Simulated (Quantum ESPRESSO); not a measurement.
## ZnSe (Stilleite): from strain to phonon shift

Aim: the phonon deformation potentials p and q of ZnSe (Stilleite), tested on a biaxially strained cell.

Program: Quantum ESPRESSO 7.5. Level of theory: DFT PBE, scalar-relativistic, plane waves, PseudoDojo norm-conserving pseudopotentials. Results are calculated unless marked as measured.

## 1. Set-up

Symmetry: F-43m, No. 216, cubic system. The conventional cell has a = 5.729 Å, b = 5.729 Å, c = 5.729 Å, α = 90.00°, β = 90.00°, γ = 90.00°. Zn has 4 Se at 2.48 Å nearest. Se has 4 Zn at 2.48 Å nearest. Farther neighbours and most contacts between anions are not listed.

This is the cell after its relaxation at this level of theory, not the database cell from which that began.

## 2. Uniaxial strain

The relaxed cell is stretched along z alone. This keeps all atoms on sites fixed by symmetry and splits the threefold mode into a singlet, polarised along z, and a doublet. The macroscopic field is left out, so these are transverse modes. Cutoff 95 Ry, k mesh 8×8×8.

From the response at ε_zz = 0.01:

The program printed:

```text
[banners, grids, parts of the stress and lines that vanish by symmetry left out]
Program PHONON v.7.5
     Reading xml data from directory:

[...]
Exchange-correlation= PBE
                           (   1   4   3   4   0   0   0)
[...]
kinetic-energy cut-off    =      95.0000  Ry
     charge density cut-off    =     380.0000  Ry
     convergence threshold     =      1.0E-18
[...]
Exchange-correlation= PBE
                           (   1   4   3   4   0   0   0)
[...]
q = (   0.0000000   0.0000000   0.0000000 )
      9 Sym.Ops. (with q -> -q+G )
     G cutoff =  569.7616  (  40045 G-vectors)     FFT grid: ( 48, 48, 48)
     number of k points=    59
[...]
Mode symmetry, D_2d (-42m) point group:
[...]
Representation #   1 mode #   1
[...]
End of self-consistent calculation
     Convergence has been achieved
     Representation #   2 mode #   2
[...]
End of self-consistent calculation
     Convergence has been achieved
     Representation #   3 modes #   3   4
[...]
End of self-consistent calculation
     Convergence has been achieved
     Representation #   4 modes #   5   6
[...]
End of self-consistent calculation
     Convergence has been achieved
[...]
q = (    0.000000000   0.000000000   0.000000000 )
[...]
freq (    1) =      -0.105717 [THz] =      -3.526353 [cm-1]
     freq (    2) =      -0.105717 [THz] =      -3.526353 [cm-1]
     freq (    3) =      -0.100106 [THz] =      -3.339163 [cm-1]
     freq (    4) =       5.757788 [THz] =     192.059121 [cm-1]
     freq (    5) =       5.757788 [THz] =     192.059121 [cm-1]
     freq (    6) =       5.764889 [THz] =     192.295991 [cm-1]
[...]
Mode symmetry, D_2d (-42m) point group:
     freq (   1-   2) =         -3.5  [cm-1]   --> E    X_5  W_3   I+R
     freq (   3-   3) =         -3.3  [cm-1]   --> B_2  X_3  W_2   I+R
     freq (   4-   5) =        192.1  [cm-1]   --> E    X_5  W_3   I+R
     freq (   6-   6) =        192.3  [cm-1]   --> B_2  X_3  W_2   I+R

   JOB DONE.
```

```csv
ε_zz,singlet (cm⁻¹),doublet (cm⁻¹),σ_zz (GPa),σ_xx (GPa)
-0.01,199.05,199.43,-0.840,-0.473
-0.005,197.40,197.57,-0.417,-0.233
0,195.72,195.72,-0.001,-0.001
0.005,194.02,193.88,0.406,0.222
0.01,192.30,192.06,0.806,0.438
```

Stress is counted positive in tension.

## 3. The fit

To first order ω² − ω₀² = p ε_zz + q (ε_xx + ε_yy) for the mode along z, and likewise for x and y. With ε_zz alone the singlet gives p and the doublet q.

The linear terms of parabolas through ω² are p = -3.45 ω₀² and q = -3.77 ω₀², with ω₀ = 195.7 cm⁻¹. Those of the stresses are C11 = 82 GPa and C12 = 46 GPa. Under hydrostatic strain p and q imply γ = −(p + 2q)/(6 ω₀²) = 1.83.

A layer held to an in-plane strain ε and free along z takes ε_zz = −2 (C12/C11) ε = -1.107 ε. To first order the singlet then shifts by (q − p C12/C11) ε / ω₀ = -364 ε cm⁻¹. For ε = 0.004, ε_zz = -0.00443, the formulas for ω² predict 194.26 cm⁻¹ for the singlet and 194.52 cm⁻¹ for the doublet.

## 4. A biaxially strained cell

This run was no part of the fit.

The program printed:

```text
[banners, grids, parts of the stress and lines that vanish by symmetry left out]
[banner, memory and clock lines left out]
Program PHONON v.7.5

[...]
Exchange-correlation= PBE
                           (   1   4   3   4   0   0   0)
[...]
kinetic-energy cut-off    =      95.0000  Ry
     charge density cut-off    =     380.0000  Ry
     convergence threshold     =      1.0E-18
[...]
Exchange-correlation= PBE
                           (   1   4   3   4   0   0   0)
[...]
q = (   0.0000000   0.0000000   0.0000000 )
      9 Sym.Ops. (with q -> -q+G )
     G cutoff =  563.8600  (  39741 G-vectors)     FFT grid: ( 48, 48, 48)
     number of k points=    59
[...]
Mode symmetry, D_2d (-42m) point group:
[...]
Representation #   1 mode #   1
[...]
End of self-consistent calculation
     Convergence has been achieved
     Representation #   2 mode #   2
[...]
End of self-consistent calculation
     Convergence has been achieved
     Representation #   3 modes #   3   4
[...]
End of self-consistent calculation
     Convergence has been achieved
     Representation #   4 modes #   5   6
[...]
End of self-consistent calculation
     Convergence has been achieved
[...]
q = (    0.000000000   0.000000000   0.000000000 )
[...]
freq (    1) =      -0.106012 [THz] =      -3.536179 [cm-1]
     freq (    2) =      -0.101531 [THz] =      -3.386715 [cm-1]
     freq (    3) =      -0.101531 [THz] =      -3.386715 [cm-1]
     freq (    4) =       5.824277 [THz] =     194.276973 [cm-1]
     freq (    5) =       5.831076 [THz] =     194.503744 [cm-1]
     freq (    6) =       5.831076 [THz] =     194.503744 [cm-1]
[...]
Mode symmetry, D_2d (-42m) point group:
     freq (   1-   1) =         -3.5  [cm-1]   --> B_2  X_3  W_2   I+R
     freq (   2-   3) =         -3.4  [cm-1]   --> E    X_5  W_3   I+R
     freq (   4-   4) =        194.3  [cm-1]   --> B_2  X_3  W_2   I+R
     freq (   5-   6) =        194.5  [cm-1]   --> E    X_5  W_3   I+R
```

```csv
mode,predicted (cm⁻¹),run (cm⁻¹)
singlet,194.26,194.28
doublet,194.52,194.50
```

The stress along z is -0.002 GPa and that in the plane 0.304 GPa; the unstrained cell carries -0.001 GPa.

## 5. Summary of results

| Item | Value |
| --- | --- |
| p (in units of the squared frequency) | -3.449 |
| q (same units) | -3.767 |
| shift of the singlet per unit of biaxial strain | -364 cm⁻¹ |
| C11 and C12 | 82 and 46 GPa |

In words: To first order, one per cent of tensile biaxial strain moves the singlet of ZnSe (Stilleite) by -3.6 cm⁻¹ and the doublet by -3.0 cm⁻¹; the formulas miss the test run by up to 0.02 cm⁻¹. In backscattering from (001) the mode polarised along z is the one seen in diamond and zinc-blende crystals; in a polar crystal it is the LO mode, whose potentials differ somewhat from these. The third potential, r, needs shear strain and a relaxation of the atoms, which was not run. These are harmonic values at zero temperature.

[Host names and launcher messages were left out of these logs when they were recorded.]

[Logs are printed without paths, hosts, clocks, repeated set-up lines and the standing remarks that a program may print on its own settings, such as how far it seeks lower states.]

[Hosts, paths, dates, database ids (printed as entryN), source tags and the programs' standing remarks are cut or masked in the printed files.]
